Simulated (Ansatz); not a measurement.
# Meshes and cutoff for the phonons of V (Im-3m, 1 atom in the cell)

How do the frequencies of V (Im-3m, 1 atom in the cell) move with q mesh, k mesh and cutoff?

Method: DFT PBE, scalar-relativistic, plane waves, PAW, in Ansatz 0.2.0.

### Step 1. The starting structure

The structure is cubic, space group Im-3m (No. 229). The conventional cell has a = 2.997 Å, b = 2.997 Å, c = 2.997 Å, α = 90.00°, β = 90.00°, γ = 90.00°. Nearest to V lie 8 V at 2.60 Å.

### Step 2. Tight relaxation

Phonons need a cell at rest on their own settings, so the relaxation is repeated with tight tolerances on forces and stress on the k mesh and occupations of the first response run.

input.yaml reads:

```yaml
crystal:
  lattice:
    - [-1.4986106532, 1.4986106532, 1.4986106532]
    - [1.4986106532, -1.4986106532, 1.4986106532]
    - [1.4986106532, 1.4986106532, -1.4986106532]
  atoms:
    - { symbol: V, position: [0.0, 0.0, 0.0] }
kpoints:
  mp_grid: { grid: [20, 20, 20] }
hamiltonian:
  xc: pbe
scf:
  occupations: { method: methfessel_paxton, width: 0.2 }
output:
  forces: true
  stress: true
  eigenvalues: true
relax:
  adjacent_minimum: "off"
  f_tol: 0.001
  max_steps: 60
  cell: { stress_tol: 0.01 }
```

Started as:

```bash
ansatz run input.yaml --threads 4 --pin off --max-ram 7168MiB --backend cpu --events-out ev --progress --plain --runs-dir out
```

Numbers of over 12 decimals in the logs are rounded to 6 here.

The program printed:

```text
Engine: ansatz 0.2.0, aarch64-unknown-linux-gnu
Pseudopotentials: kind: paw
Pseudopotential: V, paw, valence charge 13, recommended cutoff 420 eV (normal), V.paw.azcp
Functional definition: PBE
  parameter kappa = 0.804
  parameter beta = 0.066725
  exchange = pbe_x(kappa = kappa, mu = beta*pi^2/3)
  correlation = pbe_c(beta = beta)
Crystal: 1 atoms, lattice volume = 13.463 Å³
[...]
--- Relaxed structure (2 steps of the walk, 2 accepted, 1 SCFs on fresh bases) ---
  F+E_penalty+E_count = -2912.41123617 eV   max|allowed force component| = 0.000e0 eV/Å   (the final SCF, on the basis selected at the relaxed cell)
  cell:  # Å, volume = 13.4548 Å³
    - [-1.498326, 1.498326, 1.498326]
    - [1.498326, -1.498326, 1.498326]
    - [1.498326, 1.498326, -1.498326]
  atoms:
    - { symbol: V, position: [0.0, 0.0, 0.0] }
[key lines of the parts left out:]
SCF converged after 5 iterations
Free energy (F): -2912.411236 eV
Fermi energy:    16.547711 eV
P = ⅓ Tr σ = 0.0074 GPa (0.074 kbar)
```

It took 1.7 s on 4 threads of Arm Neoverse V2, shared host; peak memory 0.33 GiB; 5.8 s of CPU time.

This run has no spin polarisation, although V can carry a moment.

Little changed from the start: no atom moved by 0.005 Å and no cell edge by 0.1 %.

This step gave:

- pressure: 0.007413 GPa
- volume per atom: 13.45 Å³
- gap on the k-mesh: 0 eV

The forces vanish by symmetry and the pressure is 0.007 GPa, within the tolerances set. The cell now holds 13.45 Å³/atom.

### Step 3. The dispersion

Stability and thermal properties need the whole zone. Linear response on a 4×4×4 q mesh gives force constants as far as a supercell of that size would.

input.yaml reads:

```yaml
crystal:
  lattice:
    - [-1.4983256871, 1.4983256871, 1.4983256871]
    - [1.4983256871, -1.4983256871, 1.4983256871]
    - [1.4983256871, 1.4983256871, -1.4983256871]
  atoms:
    - { symbol: V, position: [0.0, 0.0, 0.0] }
kpoints:
  mp_grid: { grid: [20, 20, 20] }
hamiltonian:
  xc: pbe
scf:
  occupations: { method: methfessel_paxton, width: 0.2 }
output:
  eigenvalues: true
phonons:
  method: dfpt
  qmesh: [4, 4, 4]
  temperatures: { t_max: 1000, t_step: 50 }
  qpath:
    path:
      - [[0.0, 0.0, 0.0], [0.5, -0.5, 0.5], [0.0, 0.0, 0.5], [0.0, 0.0, 0.0], [0.25, 0.25, 0.25], [0.5, -0.5, 0.5]]
      - [[0.25, 0.25, 0.25], [0.0, 0.0, 0.5]]
    npoints: 10
```

The program printed:

```text
[...]
Crystal: 1 atoms, lattice volume = 13.455 Å³
Basis set: ecut = 420 eV, 249 PW (Γ), exchange–correlation on 36×36×36 points (8 copies of the dense FFT grid, shifted against one another)
Bands: 11, of which v1, the nominal top of the filled ones, is band 7 counted from 1 (6 counted from 0)
Symmetry: 48 space group operations
k-points: 256 of 8000
[...]
SCF iter   1: F=—  HF=-2912.411197 eV  |F-HF|=—  |Δ(HF+E_count)|=         —  Δρ=4.95e-3  dr2=8.85e-4  ethr=1.77e-3  ⟨swp⟩=4.1  Hψ=14269  notcnv=0
[...]
SCF iter   7: F=-2912.411236 eV  HF=-2912.411236 eV  |F-HF|=0.00e0  |Δ(HF+E_count)|=  1.64e-11  S|Δr|=    0.00e0  Δρ=5.01e-8  dr2=8.49e-14  ethr=1.00e-12  ⟨swp⟩=4.9  Hψ=9615  notcnv=0
SCF 1 converged in 7 iterations: F = -2912.411236 eV  dr2 = 8.49e-14
[...]
NSCF: frozen V_eff on 256 k-points
[...]
DFPT response loops at q = (0, 0, 0) (fractional): preconditioner auto → Kerker (q_TF=auto, 2.713 Å⁻¹) (partly filled bands, converged f_vac=0.000); β = 1.00, the filter's whole step (`scf.mixing.beta` (0.50) is not read by the response loops under this deck's `scf.mixing.preconditioner`; to damp them name `kerker` or `kerker_dos`, under which they read `scf.mixing.beta`, and type it under 1.00, their step now; both keys bind the ground state too); Broyden in place of MSR1
[...]
SCF converged after 7 iterations
[...]
Free energy (F): -2912.411236 eV
[...]
Internal energy: -2912.411497 eV  (E = F + TS)
E sigma→0 (E₀):  -2912.411301 eV
Entropy (-TS):   0.000261 eV (0.261 meV/atom)
Fermi energy:    16.547711 eV
[...]
--- Band table (eV; the first three rows and the last of 256) ---
  k-point 0: bands = [... 3 lower, -20.4409, 9.9560, 16.9627, 16.9627, 16.9627, 18.9797, 18.9797, 37.0983]
  k-point 1: bands = [... 3 lower, -20.4411, 10.0574, 16.9192, 16.9541, 17.0352, 18.9286, 18.9826, 36.9048]
  k-point 2: bands = [... 3 lower, -20.4415, 10.3548, 16.7951, 16.9170, 17.2493, 18.8038, 18.9924, 36.3329]
  k-point 255: bands = [... 3 lower, -21.0592, 13.5483, 13.5483, 20.2853, 20.2853, 20.2853, 26.7711, 26.7711]
--- Phonons (Γ-DFPT): 1 representative perturbation + reference (Σ response iterations 3) ---
  ASR residual: 7.692e-6 → 0.000e0 eV/Å²; symmetrization residual: 9.095e-13 eV/Å²
  ASR residual per site (eV/Å²): 7.69e-6
  Γ frequencies (cm⁻¹): 0.00 0.00 0.00
--- Phonons (arbitrary-q DFPT): 8 irreducible q on the 4×4×4 mesh ---
  q = [0.0000, 0.0000, 0.0000] (star 1, of the zone-centre solve; hermiticity 7.38e-8, symmetrization 1.18e-7): -0.00 -0.00 0.00
  q = [0.0000, 0.0000, 0.2500] (star 12, 2 solved perturbations in 6410 linear systems a pass and spin channel, the states on 4200 of 8000 k-point pairs; hermiticity 1.71e-13, symmetrization 3.71e-13): 105.71 116.05 170.63
[...]
q = [0.2500, 0.2500, 0.2500] (star 2, 1 solved perturbation on 1116 of 8000 k-point pairs; hermiticity 8.01e-14, symmetrization 3.22e-13): 203.72 203.72 203.72
[...]
sum rule: each row above includes the acoustic sum rule's correction from the zone centre's row sums; it moved no ω² by more than (0.20 cm⁻¹)²
  mesh force constants: q→R imaginary residual 0.00e0; ASR residual 7.692e-6 → 0.000e0 eV/Å²; symmetrization residual 5.329e-15 eV/Å²
  interpolated dispersion: 62 rows × 3 modes
  density of states and harmonic sums: on the 32×32×32 q-mesh, interpolated from the force constants of a 4×4×4 supercell (no non-analytic term)
  largest difference from the sums on the solved wave vectors: F 1.53e-2 eV, S 1.81e-5 and C_V 5.40e-6 eV/K
  zero-point energy: 0.032743 eV/cell   skipped modes (ω ≤ 0): 25, of them read as no rigid motion or as one in doubt: 22 (1.392e-2 modes/cell left out, lowest -23.64 cm⁻¹)   left out of the sums: 4.67e-3 of the cell's modes: C_V's classical limit lies that fraction below 3 k_B per atom; for a crystal, a wire or a layer, F and S can be off by more, and a phonons.interpolated_qmesh denser along its periods is the remedy for the sampling
```

Run time: 96 s. Hardware: 4 threads; peak memory 3.2 GiB; 5.9 min of CPU time.

This step gave:

* sum-rule residual before enforcement: 7.69e-6 eV/Å²
* lowest frequency on the path: -22.08 cm⁻¹
* highest frequency on the path or at a solved wavevector: 259.3 cm⁻¹
* lowest mode on the q mesh (acoustic modes at Γ apart): 105.7 cm⁻¹

Frequencies (cm⁻¹) solved at each irreducible wavevector; negative means imaginary. Frequencies by wavevector, by row:

| q in reciprocal lattice units | star | mode 1 | mode 2 | mode 3 |
| --- | --- | --- | --- | --- |
| 0 0 0 | 1 | 0 | 0 | 0 |
| 0 0 0.25 | 12 | 105.7 | 116 | 170.6 |
| 0 0 -0.5 | 6 | 173.7 | 182.5 | 234.6 |
| 0 0.25 0.25 | 24 | 144.3 | 164.7 | 228.2 |
| 0.25 0.25 0.25 | 2 | 203.7 | 203.7 | 203.7 |
| 0.25 0.25 -0.25 | 6 | 150.2 | 150.2 | 244.8 |
| 0.25 -0.5 -0.5 | 12 | 173.1 | 210 | 243.3 |
| -0.5 -0.5 -0.5 | 1 | 259.3 | 259.3 | 259.3 |

Interpolated from a 4×4×4 q mesh. The phonon branches at the labelled points (cm⁻¹):

| point | branch 1 | branch 2 | branch 3 |
| --- | --- | --- | --- |
| Γ | 0 | 0 | 0 |
| halfway | 150 | 150 | 245 |
| H | 259 | 259 | 259 |
| halfway | 173 | 210 | 243 |
| N | 174 | 182 | 235 |
| halfway | 106 | 116 | 171 |
| Γ | 0 | 0 | 0 |
| halfway | 93 | 93 | 218 |
| P | 204 | 204 | 204 |
| halfway | 172 | 205 | 205 |
| H | 259 | 259 | 259 |
| jump to P | 204 | 204 | 204 |
| halfway | 170 | 198 | 210 |
| N | 174 | 182 | 235 |

The phonon branches as a text plot (rows in cm⁻¹):

```
    253 |         *******                                **
    242 |    ***   *  ** **                  *          *
    230 |       **         ****             * *        **      **
    218 |         *    **                  *   *      *     **
    207 |   *    *       *     *                ***  * *   *  *
    195 |       *       * *                    * * **      *** *
    183 |                  ******         *       *   *     *   *
    171 |                *  ***  *            *    ***       ****
    160 |                 **   *
    148 |  *  **                * *      *   *
    136 |
    124 |                          *
    113 |                        *          *
    101 |    *                   **     *
     89 |                           *      *
     78 | *                        *      *
     66 |                         *
     54 |                           *  * *
     42 |   *                        *  *
     31 |                          * *
     19 |                              *
      7 |
     -5 |*                            *
    -16 | **                        **
         Γ           H       N        Γ         P        H|P    N
```

Symmetry leaves 8 wavevectors to solve. The lowest mode among them, the acoustic zeros apart, lies at q = (0, 0, 0.25) and is real, 106 cm⁻¹. Between them the interpolated path dips to 22i cm⁻¹.

### Step 4. Another q mesh, q mesh 2×2×2

The q mesh is changed to 2×2×2, to see how far the force constants must reach.

input.yaml, as its differences from that of step 3:

```diff
@@ -17,3 +17,3 @@
   method: dfpt
-  qmesh: [4, 4, 4]
+  qmesh: [2, 2, 2]
   temperatures: { t_max: 1000, t_step: 50 }
```

The program printed:

```text
[...]
Crystal: 1 atoms, lattice volume = 13.455 Å³
Basis set: ecut = 420 eV, 249 PW (Γ), exchange–correlation on 36×36×36 points (8 copies of the dense FFT grid, shifted against one another)
Bands: 11, of which v1, the nominal top of the filled ones, is band 7 counted from 1 (6 counted from 0)
Symmetry: 48 space group operations
k-points: 256 of 8000
[...]
SCF iter   1: F=—  HF=-2912.411197 eV  |F-HF|=—  |Δ(HF+E_count)|=         —  Δρ=4.95e-3  dr2=8.85e-4  ethr=1.77e-3  ⟨swp⟩=4.1  Hψ=14269  notcnv=0
[...]
SCF iter   7: F=-2912.411236 eV  HF=-2912.411236 eV  |F-HF|=0.00e0  |Δ(HF+E_count)|=  1.64e-11  S|Δr|=    0.00e0  Δρ=5.01e-8  dr2=8.49e-14  ethr=1.00e-12  ⟨swp⟩=4.9  Hψ=9615  notcnv=0
SCF 1 converged in 7 iterations: F = -2912.411236 eV  dr2 = 8.49e-14
[...]
SCF converged after 7 iterations
[...]
Free energy (F): -2912.411236 eV
[...]
Internal energy: -2912.411497 eV  (E = F + TS)
E sigma→0 (E₀):  -2912.411301 eV
Entropy (-TS):   0.000261 eV (0.261 meV/atom)
Fermi energy:    16.547711 eV
[...]
--- Band table (eV; the first three rows and the last of 256) ---
  k-point 0: bands = [... 3 lower, -20.4409, 9.9560, 16.9627, 16.9627, 16.9627, 18.9797, 18.9797, 37.0983]
  k-point 1: bands = [... 3 lower, -20.4411, 10.0574, 16.9192, 16.9541, 17.0352, 18.9286, 18.9826, 36.9048]
  k-point 2: bands = [... 3 lower, -20.4415, 10.3548, 16.7951, 16.9170, 17.2493, 18.8038, 18.9924, 36.3329]
  k-point 255: bands = [... 3 lower, -21.0592, 13.5483, 13.5483, 20.2853, 20.2853, 20.2853, 26.7711, 26.7711]
[...]
ASR residual: 7.692e-6 → 0.000e0 eV/Å²; symmetrization residual: 9.095e-13 eV/Å²
  ASR residual per site (eV/Å²): 7.69e-6
  Γ frequencies (cm⁻¹): 0.00 0.00 0.00
--- Phonons (arbitrary-q DFPT): 3 irreducible q on the 2×2×2 mesh ---
[...]
interpolated dispersion: 62 rows × 3 modes
[...]
zero-point energy: 0.035501 eV/cell   skipped modes (ω ≤ 0): 3   left out of the sums: 3.70e-5 of the cell's modes: C_V's classical limit lies that fraction below 3 k_B per atom; for a crystal, a wire or a layer, F and S can be off by more, and a phonons.interpolated_qmesh denser along its periods is the remedy for the sampling
```

The job ended after 14 s (4 threads; peak memory 1.1 GiB).

Numbers from this step:

```yaml
lowest_frequency_on_the_path: 0 cm⁻¹
mean_frequency: 190.9 cm⁻¹
lowest_mode_on_the_q_mesh_acoustic_modes_at_gamma_apart: 173.7 cm⁻¹
```

Frequencies (cm⁻¹) solved at each irreducible wavevector; negative means imaginary. Frequencies by wavevector, by row:

| q in reciprocal lattice units | star | mode 1 | mode 2 | mode 3 |
| --- | --- | --- | --- | --- |
| 0 0 0 | 1 | 0 | 0 | 0 |
| 0 0 -0.5 | 6 | 173.7 | 182.5 | 234.6 |
| -0.5 -0.5 -0.5 | 1 | 259.3 | 259.3 | 259.3 |

Interpolated from a 2×2×2 q mesh, rough between the solved points. Phonon branches along the path, in cm⁻¹:

| point | branch 1 | branch 2 | branch 3 |
| --- | --- | --- | --- |
| Γ | 0 | 0 | 0 |
| halfway | 145 | 211 | 211 |
| H | 259 | 259 | 259 |
| halfway | 221 | 224 | 247 |
| N | 174 | 182 | 235 |
| halfway | 123 | 129 | 166 |
| Γ | 0 | 0 | 0 |
| halfway | 160 | 160 | 165 |
| P | 206 | 206 | 206 |
| halfway | 221 | 225 | 225 |
| H | 259 | 259 | 259 |
| jump to P | 206 | 206 | 206 |
| halfway | 190 | 196 | 221 |
| N | 174 | 182 | 235 |

The phonon branches as a text plot (rows in cm⁻¹):

```
    254 |         *******                               ***
    243 |        *     * **                            *
    232 |       * *     *  ****                       *        **
    221 |                *     *                    **       **
    211 |     ** *        *     *              ******      **
    200 |                                    *** **        ***
    189 |                  **               **                **
    178 |    *  *          *****            *                  **
    167 |                     ****         *
    157 |                       *          *
    146 |   * **                          *
    135 |                         *       *
    124 |                        *
    113 |    *                           *
    103 |  *                      **     *
     92 |
     81 |                          *    *
     70 |   *                       *   *
     59 |                           *
     49 | **                        *
     38 |                            * *
     27 |                            *
     16 | *
      5 |*                            *
         Γ           H       N        Γ         P        H|P    N
```

The highest branch reaches 259 cm⁻¹ on this path, at H. No branch goes imaginary on this path.

### Step 5. Another q mesh, k-mesh 21×21×21, q mesh 3×3×3

The q mesh is changed to 3×3×3, to see how far the force constants must reach; the k mesh is 21×21×21, against 20×20×20 in the base run, so that the q mesh divides it.

input.yaml, as its differences from that of step 4:

```diff
@@ -8,3 +8,3 @@
 kpoints:
-  mp_grid: { grid: [20, 20, 20] }
+  mp_grid: { grid: [21, 21, 21] }
 hamiltonian:
@@ -17,3 +17,3 @@
   method: dfpt
-  qmesh: [2, 2, 2]
+  qmesh: [3, 3, 3]
   temperatures: { t_max: 1000, t_step: 50 }
```

The program printed:

```text
[...]
Crystal: 1 atoms, lattice volume = 13.455 Å³
Basis set: ecut = 420 eV, 249 PW (Γ), exchange–correlation on 36×36×36 points (8 copies of the dense FFT grid, shifted against one another)
Bands: 11, of which v1, the nominal top of the filled ones, is band 7 counted from 1 (6 counted from 0)
Symmetry: 48 space group operations
k-points: 286 of 9261
[...]
k-point 285: bands = [... 3 lower, -21.0532, 13.5742, 13.5761, 20.2136, 20.2136, 20.2665, 26.5625, 26.8907]
[...]
ASR residual: 2.340e-5 → 0.000e0 eV/Å²; symmetrization residual: 1.364e-12 eV/Å²
  ASR residual per site (eV/Å²): 2.34e-5
  Γ frequencies (cm⁻¹): 0.00 0.00 0.00
--- Phonons (arbitrary-q DFPT): 4 irreducible q on the 3×3×3 mesh ---
[...]
interpolated dispersion: 62 rows × 3 modes
[...]
[key lines of the parts left out:]
SCF converged after 7 iterations
Free energy (F): -2912.410790 eV
Fermi energy:    16.553643 eV
```

Wall time 50 s (4 threads); peak memory 2.1 GiB.

### Step 6. Another q mesh, k-mesh 24×24×24, q mesh 6×6×6

The q mesh is changed to 6×6×6, to see how far the force constants must reach; the k mesh is 24×24×24, against 20×20×20 in the base run, so that the q mesh divides it.

input.yaml, as its differences from that of step 5:

```diff
@@ -8,3 +8,3 @@
 kpoints:
-  mp_grid: { grid: [21, 21, 21] }
+  mp_grid: { grid: [24, 24, 24] }
 hamiltonian:
@@ -17,3 +17,3 @@
   method: dfpt
-  qmesh: [3, 3, 3]
+  qmesh: [6, 6, 6]
   temperatures: { t_max: 1000, t_step: 50 }
```

The program printed:

```text
[...]
Crystal: 1 atoms, lattice volume = 13.455 Å³
Basis set: ecut = 420 eV, 249 PW (Γ), exchange–correlation on 36×36×36 points (8 copies of the dense FFT grid, shifted against one another)
Bands: 11, of which v1, the nominal top of the filled ones, is band 7 counted from 1 (6 counted from 0)
Symmetry: 48 space group operations
k-points: 413 of 13824
[...]
ASR residual: 7.539e-6 → 0.000e0 eV/Å²; symmetrization residual: 9.095e-13 eV/Å²
  ASR residual per site (eV/Å²): 7.54e-6
  Γ frequencies (cm⁻¹): 0.00 0.00 0.00
--- Phonons (arbitrary-q DFPT): 16 irreducible q on the 6×6×6 mesh ---
[...]
q = [0.0000, 0.1667, 0.3333] (star 48, 3 solved perturbations on 13824 of 13824 k-point pairs: no pair is spared here; hermiticity 1.34e-6, symmetrization 1.27e-17): 162.10 171.12 221.01
[...]
interpolated dispersion: 62 rows × 3 modes
[...]
[key lines of the parts left out:]
SCF converged after 7 iterations
Free energy (F): -2912.410910 eV
Fermi energy:    16.550858 eV
```

Elapsed: 12 min, on 4 threads; peak memory 3.8 GiB.

Frequencies (cm⁻¹) solved at each irreducible wavevector; negative means imaginary. Frequencies by wavevector, by row:

| q in reciprocal lattice units | star | mode 1 | mode 2 | mode 3 |
| --- | --- | --- | --- | --- |
| 0 0 0 | 1 | 0 | 0 | 0 |
| 0 0 0.1667 | 12 | 57.7 | 76.1 | 134.2 |
| 0 0 0.3333 | 12 | 152.5 | 167 | 182 |
| 0 0 -0.5 | 6 | 175 | 186.1 | 233.5 |
| 0 0.1667 0.1667 | 24 | 69 | 128 | 196.9 |
| 0 0.1667 0.3333 | 48 | 162.1 | 171.1 | 221 |
| 0 0.3333 0.3333 | 8 | 152 | 186.9 | 186.9 |
| 0.1667 0.1667 0.1667 | 8 | 146.4 | 146.4 | 224.8 |
| 0.1667 0.1667 0.3333 | 12 | 180.5 | 191.8 | 197.1 |
| 0.1667 0.1667 -0.1667 | 6 | 64.3 | 64.3 | 197.5 |
| 0.1667 0.3333 -0.3333 | 24 | 151.8 | 170.7 | 228.9 |
| 0.1667 -0.5 -0.5 | 12 | 167.3 | 198.9 | 236 |
| 0.1667 -0.5 -0.3333 | 24 | 180.5 | 204.9 | 217.7 |
| 0.3333 0.3333 -0.3333 | 6 | 223.5 | 223.5 | 228.4 |
| 0.3333 -0.5 -0.5 | 12 | 222 | 237.2 | 252.1 |
| -0.5 -0.5 -0.5 | 1 | 258.2 | 258.2 | 258.2 |

(Part 1 of 3 ends here.)

[Logs are printed without paths, hosts, clocks, repeated set-up lines and the standing remarks that a program may print on its own settings, such as how far it seeks lower states.]

[Hosts, paths, dates, database ids (printed as entryN), source tags and the programs' standing remarks are cut or masked in the printed files.]
